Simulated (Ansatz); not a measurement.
# Phonons of ZrBPt in the AlB2 type

The plan: relax ZrBPt in the AlB2 type, check its phonons, and, if the lattice is stable, compute its Eliashberg function and ρ(T).

Method: DFT PBEsol, scalar-relativistic, plane waves, PAW; PAW set soft_1, in Ansatz 0.2.0.

The structure was built from a prototype and need not be the compound's stable phase.

## Step 1: The structure

It takes space group P-6m2 (No. 187, hexagonal). The conventional cell has a = 3.680 Å, b = 3.680 Å, c = 3.864 Å, α = 90.00°, β = 90.00°, γ = 120.00°. Zr has 6 Pt at 2.87 Å and 6 B at 2.87 Å nearest. Nearest to B lie 3 Pt at 2.12 Å and 6 Zr at 2.87 Å. Nearest to Pt lie 3 B at 2.12 Å and 6 Zr at 2.87 Å. Farther neighbours are not listed.

## Step 2: Relaxation

The structure is brought to rest under this functional.

Input file input.yaml:

```yaml
crystal:
  lattice:
    - [3.67964, 0.0, 0.0]
    - [-1.83982, 3.18666, 0.0]
    - [0.0, 0.0, 3.86362]
  atoms:
    - { symbol: Zr, position: [0.0, 0.0, 0.0] }
    - { symbol: B, position: [0.33333333, 0.66666667, 0.5] }
    - { symbol: Pt, position: [0.66666667, 0.33333333, 0.5] }
kpoints:
  mp_grid: { grid: [9, 9, 8] }
hamiltonian:
  xc: pbesol
  pseudopotentials: { kind: paw, azcp: { folder: soft_1 }, xc_functional: pbe }
scf:
  occupations: { method: gaussian, width: 0.1 }
output:
  forces: true
  stress: true
  eigenvalues: true
relax:
  adjacent_minimum: "off"
  f_tol: 0.005
  max_steps: 80
  cell: { stress_tol: 0.05 }
```

Run with:

```sh
$ ansatz run input.yaml --threads 4 --pin off --max-ram 12288MiB --backend cpu --events-out ev --progress --plain --runs-dir out
```

Numbers of over 12 decimals in the logs are rounded to 6 here.

Log:

```text
Engine: ansatz 0.2.0, aarch64-unknown-linux-gnu
Pseudopotentials: kind: paw
Pseudopotential: Zr, paw, valence charge 12, recommended cutoff 420 eV (normal), soft_1/Zr.paw.azcp
Pseudopotential: B, paw, valence charge 3, recommended cutoff 420 eV (normal), soft_1/B.paw.azcp
Pseudopotential: Pt, paw, valence charge 18, recommended cutoff 420 eV (normal), soft_1/Pt.paw.azcp
Functional definition: PBEsol
  exchange = pbesol_x
  correlation = pbesol_c
Crystal: 3 atoms, lattice volume = 45.304 Å³
Basis set: ecut = 420 eV, 877 PW (Γ), exchange–correlation on 50×50×54 points (8 copies of the dense FFT grid, shifted against one another)
Bands: 21, of which v1, the nominal top of the filled ones, is band 17 counted from 1 (16 counted from 0)
Symmetry: 12 space group operations
Space group: P-6m2 (ITA 187), of the structure as read, at distance tolerance 3.6e-5 Å
k-points: 60 of 648 (time reversal used)
Non-local potential: Zr, projectors of the file, l = 0: 3, l = 1: 2, l = 2: 2, l = 3: 1
Non-local potential: B, projectors of the file, l = 0: 2, l = 1: 2, l = 2: 1
Non-local potential: Pt, projectors of the file, l = 0: 3, l = 1: 2, l = 2: 2, l = 3: 1
PAW form: soft (Blöchl's): semilocal exchange-correlation on the pseudo side does not see the compensation charge
PAW frozen core: Zr, regenerated for the run's functional, and the local potential with it (the file was generated under x = pbe(κ = 0.804, μ = 0.219515), c = pbe(β = 0.066725))
PAW frozen core: B, regenerated for the run's functional, and the local potential with it (the file was generated under x = pbe(κ = 0.804, μ = 0.219515), c = pbe(β = 0.066725))
PAW frozen core: Pt, regenerated for the run's functional, and the local potential with it (the file was generated under x = pbe(κ = 0.804, μ = 0.219515), c = pbe(β = 0.066725))
PAW one-centre angular grid: Zr, 590 points (default); XC on 64 Gauss nodes
PAW one-centre angular grid: B, 110 points (default); XC on 64 Gauss nodes
PAW one-centre angular grid: Pt, 590 points (default); XC on 64 Gauss nodes
Initial density: superposition of atomic densities (chi_scale 0.1, normalization cell, long waves kept (reshape's long-wave potential 0.00 eV rms))
Initial wavefunctions: pseudopotential atomic-orbital guess
Functional: x = pbesol(κ = 0.804, μ = 0.123457), c = pbesol(β = 0.046)
SCF iter   1: F=—  HF=-16674.283479 eV  |F-HF|=—  |Δ(HF+E_count)|=         —  Δρ=2.23e-1  dr2=3.92e1  ethr=3.10e-3  ⟨swp⟩=4.3  Hψ=4756  notcnv=0
preconditioner: auto → Kerker (q_TF=auto, 2.588 Å⁻¹)  [metal: Δε(μ)=0.074 eV  Ē_g=5.858 eV  σ=0.100 eV  W_gap=0.38  n_scr=20 (ndim 8)  ℏωp=22.7 eV  f_vac=0.000  D(μ)=2.22/eV (n_scr^D=20)]
SCF iter   2: F=—  HF=-16669.920511 eV  |F-HF|=—  |Δ(HF+E_count)|=    4.36e0  Δρ=1.04e-1  dr2=9.01e0  ethr=3.10e-3  ⟨swp⟩=2.0  Hψ=2933  notcnv=0  defer=7
SCF iter   3: F=—  HF=-16668.630749 eV  |F-HF|=—  |Δ(HF+E_count)|=    1.29e0  Δρ=2.09e-2  dr2=4.15e-1  ethr=3.10e-3  ⟨swp⟩=2.5  Hψ=2288  notcnv=0  defer=7
SCF iter   4: F=—  HF=-16668.545537 eV  |F-HF|=—  |Δ(HF+E_count)|=   8.52e-2  Δρ=3.80e-3  dr2=3.27e-3  ethr=1.26e-3  ⟨swp⟩=2.0  Hψ=1980  notcnv=0  defer=13
SCF iter   5: F=—  HF=-16668.546167 eV  |F-HF|=—  |Δ(HF+E_count)|=   6.29e-4  Δρ=1.40e-3  dr2=1.89e-3  ethr=9.91e-6  ⟨swp⟩=2.1  Hψ=2135  notcnv=0  defer=12
SCF iter   6: F=—  HF=-16668.545762 eV  |F-HF|=—  |Δ(HF+E_count)|=   4.05e-4  Δρ=4.87e-4  dr2=2.51e-4  ethr=5.73e-6  ⟨swp⟩=1.7  Hψ=1314  notcnv=0  defer=12
SCF iter   7: F=—  HF=-16668.545702 eV  |F-HF|=—  |Δ(HF+E_count)|=   5.93e-5  Δρ=6.79e-5  dr2=4.70e-6  ethr=7.60e-7  ⟨swp⟩=2.3  Hψ=1643  notcnv=0  defer=12
SCF iter   8: F=—  HF=-16668.545706 eV  |F-HF|=—  |Δ(HF+E_count)|=   3.82e-6  Δρ=7.35e-6  dr2=2.27e-8  ethr=3.03e-10  ⟨swp⟩=4.9  Hψ=6199  notcnv=0
SCF iter   9: F=-16668.545706 eV  HF=-16668.545706 eV  |F-HF|=1.26e-9  |Δ(HF+E_count)|=   1.11e-9  Δρ=1.70e-6  dr2=1.85e-9  ethr=6.88e-11  ⟨swp⟩=2.0  Hψ=3738  notcnv=0
SCF 1 converged in 9 iterations: F = -16668.545706 eV  dr2 = 1.85e-9
  greatest PAW one-centre occupation: 1.000 electrons in one spin orbital (limit 2), on the Pt atom at site 2 (counted from 0), in its partial waves of l = 0
relax step   1: F+E_penalty+E_count = -16668.54570611 eV  Δ(F+E_penalty+E_count) = +0.000e0 eV  max|allowed force component| = 1.665e-16 eV/Å  Δτ_max = 0.0000 Å  P = -2.661 GPa  Ω = 45.304 Å³  (9 SCF iters, dr2 threshold 1.00e-7 eV, accepted)
Crystal: 3 atoms, lattice volume = 43.372 Å³
Basis set: ecut = 420 eV, 865 PW (Γ), exchange–correlation on 50×50×54 points (8 copies of the dense FFT grid, shifted against one another)
Initial density: handed on by an earlier stage of this run
Initial wavefunctions: those handed on with the density
iter 1 solved again at ethr=1.53e-4 eV; its pass at ethr=3.10e-3 eV (dr2=5.03e-2 eV) is discarded
SCF iter   1: F=—  HF=-16668.547618 eV  |F-HF|=—  |Δ(HF+E_count)|=         —  Δρ=8.13e-3  dr2=4.95e-2  ethr=1.53e-4  ⟨swp⟩=1.0  Hψ=6804  notcnv=0
preconditioner: auto → Kerker (q_TF=auto, 2.607 Å⁻¹)  [metal: Δε(μ)=0.009 eV  Ē_g=6.983 eV  σ=0.100 eV  W_gap=0.05  n_scr=20 (ndim 8)  ℏωp=23.2 eV  f_vac=0.000  D(μ)=2.66/eV (n_scr^D=20)]
SCF iter   2: F=—  HF=-16668.537282 eV  |F-HF|=—  |Δ(HF+E_count)|=   1.03e-2  Δρ=2.94e-3  dr2=4.32e-3  ethr=1.50e-4  ⟨swp⟩=2.1  Hψ=1657  notcnv=0
SCF iter   3: F=—  HF=-16668.536321 eV  |F-HF|=—  |Δ(HF+E_count)|=   9.60e-4  Δρ=1.32e-3  dr2=8.34e-4  ethr=1.31e-5  ⟨swp⟩=2.4  Hψ=1674  notcnv=0
SCF iter   4: F=—  HF=-16668.536060 eV  |F-HF|=—  |Δ(HF+E_count)|=   2.61e-4  Δρ=1.95e-4  dr2=2.59e-5  ethr=2.53e-6  ⟨swp⟩=2.1  Hψ=1816  notcnv=0
SCF iter   5: F=—  HF=-16668.536059 eV  |F-HF|=—  |Δ(HF+E_count)|=   1.08e-6  Δρ=5.58e-5  dr2=1.67e-6  ethr=7.84e-8  ⟨swp⟩=2.5  Hψ=1907  notcnv=0
SCF iter   6: F=-16668.536058 eV  HF=-16668.536058 eV  |F-HF|=1.23e-8  |Δ(HF+E_count)|=   4.63e-7  Δρ=1.09e-5  dr2=5.21e-8  ethr=9.09e-10  ⟨swp⟩=5.2  Hψ=5372  notcnv=0
SCF 2 converged in 6 iterations: F = -16668.536058 eV  dr2 = 5.21e-8
relax step   2: F+E_penalty+E_count = -16668.53605831 eV  Δ(F+E_penalty+E_count) = +9.648e-3 eV  max|allowed force component| = 1.033e-16 eV/Å  Δτ_max = 0.0000 Å  P = +5.705 GPa  Ω = 43.372 Å³  energy of the carried Pulay correction = +7.067e-4 eV  (6 SCF iters, dr2 threshold 3.00e-7 eV, rejected (line search))
Crystal: 3 atoms, lattice volume = 44.571 Å³
iter 1 solved again at ethr=6.24e-5 eV; its pass at ethr=3.10e-3 eV (dr2=2.06e-2 eV) is discarded
SCF iter   1: F=—  HF=-16668.559003 eV  |F-HF|=—  |Δ(HF+E_count)|=         —  Δρ=5.12e-3  dr2=2.07e-2  ethr=6.24e-5  ⟨swp⟩=1.0  Hψ=7479  notcnv=0
preconditioner: auto → Kerker (q_TF=auto, 2.595 Å⁻¹)  [metal: Δε(μ)=0.078 eV  Ē_g=6.920 eV  σ=0.100 eV  W_gap=0.37  n_scr=20 (ndim 8)  ℏωp=22.9 eV  f_vac=0.000  D(μ)=2.54/eV (n_scr^D=20)]
SCF iter   2: F=—  HF=-16668.554666 eV  |F-HF|=—  |Δ(HF+E_count)|=   4.34e-3  Δρ=1.84e-3  dr2=1.66e-3  ethr=6.24e-5  ⟨swp⟩=2.1  Hψ=1669  notcnv=0
SCF iter   3: F=—  HF=-16668.554282 eV  |F-HF|=—  |Δ(HF+E_count)|=   3.84e-4  Δρ=8.29e-4  dr2=3.36e-4  ethr=5.02e-6  ⟨swp⟩=2.4  Hψ=1820  notcnv=0
SCF iter   4: F=—  HF=-16668.554176 eV  |F-HF|=—  |Δ(HF+E_count)|=   1.05e-4  Δρ=1.22e-4  dr2=9.94e-6  ethr=1.02e-6  ⟨swp⟩=2.0  Hψ=1772  notcnv=0
SCF iter   5: F=—  HF=-16668.554176 eV  |F-HF|=—  |Δ(HF+E_count)|=   5.42e-7  Δρ=3.60e-5  dr2=7.35e-7  ethr=3.01e-8  ⟨swp⟩=2.5  Hψ=1974  notcnv=0
SCF iter   6: F=—  HF=-16668.554175 eV  |F-HF|=—  |Δ(HF+E_count)|=   8.75e-7  Δρ=6.75e-6  dr2=2.51e-8  ethr=2.23e-9  ⟨swp⟩=2.0  Hψ=1793  notcnv=0
SCF iter   7: F=—  HF=-16668.554175 eV  |F-HF|=—  |Δ(HF+E_count)|=   1.56e-9  Δρ=1.51e-6  dr2=8.80e-10  ethr=7.60e-11  ⟨swp⟩=2.4  Hψ=1770  notcnv=0
SCF iter   8: F=—  HF=-16668.554175 eV  |F-HF|=—  |Δ(HF+E_count)|=    0.00e0  Δρ=3.59e-7  dr2=7.02e-11  ethr=2.67e-12  ⟨swp⟩=2.0  Hψ=1817  notcnv=0
SCF iter   9: F=-16668.554175 eV  HF=-16668.554175 eV  |F-HF|=3.64e-12  |Δ(HF+E_count)|=  1.46e-11  Δρ=3.18e-8  dr2=3.90e-13  ethr=1.00e-12  ⟨swp⟩=5.1  Hψ=5399  notcnv=0
the search or the solves at the SCF's close seem to have found levels that the self-consistency loop had missed (the run counts 1). By its estimate they hold under 1e-12 electrons; where the run keeps them, the occupations were computed again with them
SCF 3 converged in 9 iterations: F = -16668.554175 eV  dr2 = 3.90e-13
relax step   3: F+E_penalty+E_count = -16668.55417491 eV  Δ(F+E_penalty+E_count) = -8.469e-3 eV  max|allowed force component| = 2.190e-16 eV/Å  Δτ_max = 0.0000 Å  P = +0.219 GPa  Ω = 44.571 Å³  energy of the carried Pulay correction = +2.606e-4 eV  (9 SCF iters, accepted)
[...]
relax step   4: F+E_penalty+E_count = -16668.55468984 eV  Δ(F+E_penalty+E_count) = -5.149e-4 eV  max|allowed force component| = 1.234e-16 eV/Å  Δτ_max = 0.0000 Å  P = +0.484 GPa  Ω = 44.487 Å³  energy of the carried Pulay correction = +2.872e-4 eV  (5 SCF iters, dr2 threshold 3.00e-7 eV, accepted)
[...]
relax step   5: F+E_penalty+E_count = -16668.55543359 eV  Δ(F+E_penalty+E_count) = -7.437e-4 eV  max|allowed force component| = 7.401e-17 eV/Å  Δτ_max = 0.0000 Å  P = +0.008 GPa  Ω = 44.525 Å³  energy of the carried Pulay correction = +2.589e-4 eV  (5 SCF iters, dr2 threshold 3.00e-7 eV, accepted)
Initial wavefunctions: pseudopotential atomic-orbital guess (no wavefunctions were taken with the density)
iter 1 solved again at ethr=3.28e-8 eV; its pass at ethr=3.10e-3 eV (dr2=1.08e-5 eV) is discarded
SCF iter   1: F=—  HF=-16668.555190 eV  |F-HF|=—  |Δ(HF+E_count)|=         —  Δρ=1.38e-4  dr2=3.21e-7  ethr=3.28e-8  ⟨swp⟩=3.0  Hψ=8583  notcnv=0
preconditioner: auto → Kerker (q_TF=auto, 2.595 Å⁻¹)  [metal: Δε(μ)=0.015 eV  Ē_g=6.866 eV  σ=0.100 eV  W_gap=0.08  n_scr=20 (ndim 8)  ℏωp=22.9 eV  f_vac=0.000  D(μ)=2.60/eV (n_scr^D=20)]
SCF iter   2: F=—  HF=-16668.555197 eV  |F-HF|=—  |Δ(HF+E_count)|=   6.92e-6  Δρ=7.06e-5  dr2=8.98e-8  ethr=9.71e-10  ⟨swp⟩=1.4  Hψ=1358  notcnv=0
SCF iter   3: F=—  HF=-16668.555197 eV  |F-HF|=—  |Δ(HF+E_count)|=   4.91e-7  Δρ=2.92e-6  dr2=3.80e-9  ethr=2.72e-10  ⟨swp⟩=2.0  Hψ=2185  notcnv=0
SCF iter   4: F=—  HF=-16668.555197 eV  |F-HF|=—  |Δ(HF+E_count)|=  2.80e-10  Δρ=1.34e-6  dr2=7.28e-10  ethr=1.15e-11  ⟨swp⟩=2.3  Hψ=1713  notcnv=0
SCF iter   5: F=—  HF=-16668.555197 eV  |F-HF|=—  |Δ(HF+E_count)|=  8.00e-11  Δρ=2.52e-7  dr2=4.57e-11  ethr=2.21e-12  ⟨swp⟩=2.4  Hψ=1697  notcnv=0
SCF iter   6: F=-16668.555197 eV  HF=-16668.555197 eV  |F-HF|=3.64e-12  |Δ(HF+E_count)|=  1.09e-11  Δρ=4.11e-8  dr2=1.02e-12  ethr=1.00e-12  ⟨swp⟩=5.0  Hψ=4936  notcnv=0
SCF 6 converged in 6 iterations: F = -16668.555197 eV  dr2 = 1.02e-12
relax step   6: F+E_penalty+E_count = -16668.55519719 eV  Δ(F+E_penalty+E_count) = +2.364e-4 eV  max|allowed force component| = 1.041e-16 eV/Å  Δτ_max = 0.0000 Å  P = +0.006 GPa  Ω = 44.525 Å³  stress off target by 2.84e-2 GPa  SCF on the basis re-selected at this cell (its energy is not comparable with the rows above)  (6 SCF iters)
basis re-selected at this cell: Δ(F+E_penalty+E_count) = +2.364e-4 eV, ΔP = -0.002 GPa vs the last step (what re-selecting the basis moved, of the pressure what is left beyond the Pulay correction that the steps carried, after the strain that the cell walked since its last selection, with what the two solves' SCF thresholds leave and, on support functions, any second-order correction that the steps lacked; it is no m [...]
SCF converged after 6 iterations
Free energy (F): -16668.555197 eV
Harris-Foulkes:  -16668.555197 eV  (|F-HF|=3.64e-12)
Internal energy: -16668.542193 eV  (E = F + TS)
E sigma→0 (E₀):  -16668.548695 eV
Entropy (-TS):   -0.013004 eV (-4.335 meV/atom)
Fermi energy:    16.916311 eV
--- Per-component energies (eV) ---
  E_band       = -293.595072
  E_kinetic    = 959.787706
  E_local      = -2564.204172  (includes V_loc(G=0)·N_el)
  E_nonlocal   = 289.633412
  E_hartree    = 966.868348
  E_xc         = -418.335139
  E_vxc        = -493.218808  (∫ρ·V_xc dr)
  E_paw        = -12330.918734  (= ΣΔE_a)
  E_vpaw       = -419.331001  (= ΣTr[D̂ρ^β])
  E_aug_tail   = 0.001107  (compensation charges beyond the density's cutoff)
  E_ewald      = -3571.842184
  E_core_change = 0.467463  (= ΣΔE_core)
  E_smearing   = -0.013004  (= −TS)
  E_closure    = 0.000000  (closes the sum)
  Σ components = -16668.555197   (vs F -16668.555197, Δ=0.00e0)
--- Forces (eV/Å), atoms counted from 1 ---
  atom   1  Zr    -0.00000000     0.00000000     0.00000000
  atom   2  B     -0.00000000     0.00000000     0.00000000
  atom   3  Pt     0.00000000    -0.00000000     0.00000000
  max |Σ_I F_I| component: 1.32e-16 eV/Å
--- Stress (GPa, compression-positive) ---
        0.023787      -0.000000       0.000000
       -0.000000       0.023787      -0.000000
        0.000000      -0.000000      -0.028426
  P = ⅓ Tr σ = 0.0064 GPa (0.064 kbar)
--- Band table (eV; the first three rows and the last of 60) ---
  k-point 0: bands = [... 13 lower, 13.1077, 16.8339, 17.0376, 17.0376, 17.2605, 19.5081, 19.5081, 22.5129]
  k-point 1: bands = [... 13 lower, 13.0608, 16.2443, 17.1191, 17.1191, 17.6052, 19.6951, 19.6951, 22.4491]
  k-point 2: bands = [... 13 lower, 12.8925, 15.2734, 17.5110, 17.5110, 18.1749, 19.9782, 19.9782, 22.1527]
  k-point 59: bands = [... 13 lower, 13.8897, 14.4864, 15.0011, 16.1667, 16.1715, 19.8545, 21.8449, 22.4747]
--- Relaxed structure (5 steps of the walk, 4 accepted, 1 SCFs on fresh bases) ---
  F+E_penalty+E_count = -16668.55519719 eV   max|allowed force component| = 1.041e-16 eV/Å   (the final SCF, on the basis selected at the relaxed cell)
  cell:  # Å, volume = 44.5247 Å³
    - [3.692593, 7.190981749903418e-19, 1.3999651798518855e-18]
    - [-1.846297, 3.197879, -6.99982589925943e-19]
    - [1.4699630738831245e-18, 0, 3.770577]
  atoms:
    - { symbol: Zr, position: [0, 0, 0] }
    - { symbol: B, position: [0.333333, 0.666667, 0.5] }
    - { symbol: Pt, position: [0.666667, 0.333333, 0.5] }
```

Wall time 11 s (4 threads of Arm Neoverse V1, shared host); peak memory 0.43 GiB.

The steps of the relaxation:

```tsv
step	energy less that of the first step (eV)	largest force component (eV/Å)	pressure (GPa)	volume (Å³)
1	0.0000	0.0000	-2.66	45.30
2	0.0096	0.0000	5.71	43.37
3	-0.0085	0.0000	0.22	44.57
4	-0.0090	0.0000	0.48	44.49
5	-0.0097	0.0000	0.01	44.52
6*	-0.0095	0.0000	0.01	44.52
```

Relaxation steps marked * repeat the geometry before them on a plane-wave basis chosen anew for their cell, so energy and pressure can jump there. Relaxation step 2 was tried and not accepted.

The run keeps the 12 symmetry operations that it works with, so distortions that break them were not tested.

```tsv
conventional cell, symmetrised	before	after	change
a (Å)	3.680	3.693	+0.4 %
b (Å)	3.680	3.693	+0.4 %
c (Å)	3.864	3.771	-2.4 %
volume (Å³/atom)	15.10	14.84	-1.7 %
```

The relaxed structure:

```xyz
3
Lattice="3.6926 0.0000 0.0000 -1.8463 3.1979 0.0000 0.0000 0.0000 3.7706" Properties=species:S:1:pos:R:3 pbc="T T T"
Zr    0.0000    0.0000    0.0000
B     0.0000    2.1319    1.8853
Pt    1.8463    1.0660    1.8853
```

This step gave:

* pressure: 0.006383 GPa
* volume per atom: 14.84 Å³/atom
* metallic on mesh: yes
* gap on the k-mesh: 0 eV

The largest force is now zero by symmetry and the largest stress component 0.028 GPa.

## Step 3: Relaxing tightly for phonons

No force is left; the cell is relaxed once more with another smearing and tight thresholds.

input.yaml, the sections that differ from step 2:

```yaml
crystal:
  lattice:
    - [3.6925931299, 0.0, 0.0]
    - [-1.846296565, 3.1978794563, 0.0]
    - [0.0, 0.0, 3.7705766744]
  atoms:
    - { symbol: Zr, position: [0.0, 0.0, 0.0] }
    - { symbol: B, position: [0.3333333333, 0.6666666667, 0.5] }
    - { symbol: Pt, position: [0.6666666667, 0.3333333333, 0.5] }
scf:
  occupations: { method: methfessel_paxton, width: 0.2 }
relax:
  adjacent_minimum: "off"
  f_tol: 0.001
  max_steps: 60
  cell: { stress_tol: 0.01 }
# kpoints, hamiltonian, output: as in step 2
```

Log:

```text
[the first part of the log is left out]
  E_paw        = -12330.917455  (= ΣΔE_a)
  E_vpaw       = -419.329503  (= ΣTr[D̂ρ^β])
  E_aug_tail   = 0.001105  (compensation charges beyond the density's cutoff)
  E_ewald      = -3572.241966
  E_core_change = 0.467463  (= ΣΔE_core)
  E_smearing   = 0.000297  (= −TS)
  E_closure    = -0.000000  (closes the sum)
  Σ components = -16668.547262   (vs F -16668.547262, Δ=0.00e0)
[...]
--- Stress (GPa, compression-positive) ---
       -0.000237      -0.000000      -0.000000
       -0.000000      -0.000237       0.000000
       -0.000000       0.000000      -0.000775
  P = ⅓ Tr σ = -0.0004 GPa (-0.004 kbar)
--- Band table (eV; the first three rows and the last of 60) ---
[...]
--- Relaxed structure (3 steps of the walk, 3 accepted, 1 SCFs on fresh bases) ---
[...]
cell:  # Å, volume = 44.5128 Å³
    - [3.694353, 2.888120351766802e-11, 0.0]
    - [-1.847177, 3.199404, 0.0]
    - [0.0, 0.0, 3.765978]
  atoms:
    - { symbol: Zr, position: [0, 0, 0.0] }
    - { symbol: B, position: [0.333333, 0.666667, 0.500000] }
    - { symbol: Pt, position: [0.666667, 0.333333, 0.500000] }
```

Run time: 6.9 s. Hardware: 4 threads; peak memory 0.42 GiB; 25 s of CPU time.

Step by step:

```tsv
step	energy less that of the first step (eV)	largest force component (eV/Å)	pressure (GPa)	volume (Å³)
1	0.0000	0.0000	-0.01	44.52
2	0.0000	0.0000	0.06	44.51
3	0.0000	0.0000	0.00	44.51
4	0.0000	0.0000	0.00	44.51
```

The log counts 1 steps on a newly chosen plane-wave basis, not all of them marked here; energy and pressure can jump at such steps.

```tsv
conventional cell, symmetrised	before	after	change
a (Å)	3.693	3.694	+0.0 %
b (Å)	3.693	3.694	+0.0 %
c (Å)	3.771	3.766	-0.1 %
volume (Å³/atom)	14.84	14.84	-0.0 %
```

Final coordinates:

```xyz
3
Lattice="3.6944 0.0000 0.0000 -1.8472 3.1994 0.0000 0.0000 0.0000 3.7660" Properties=species:S:1:pos:R:3 pbc="T T T"
Zr    0.0000    0.0000    0.0000
B     0.0000    2.1329    1.8830
Pt    1.8472    1.0665    1.8830
```

Numbers from this step:

| Quantity | Value |
| --- | --- |
| pressure | -4.16e-4 GPa |

The largest force is now zero by symmetry and the largest stress component 7.8e-4 GPa, small enough for phonons.

[end of part 1 of 3]

[Logs are printed without paths, hosts, clocks, repeated set-up lines and the standing remarks that a program may print on its own settings, such as how far it seeks lower states.]

[Hosts, paths, dates, database ids (printed as entryN), source tags and the programs' standing remarks are cut or masked in the printed files.]
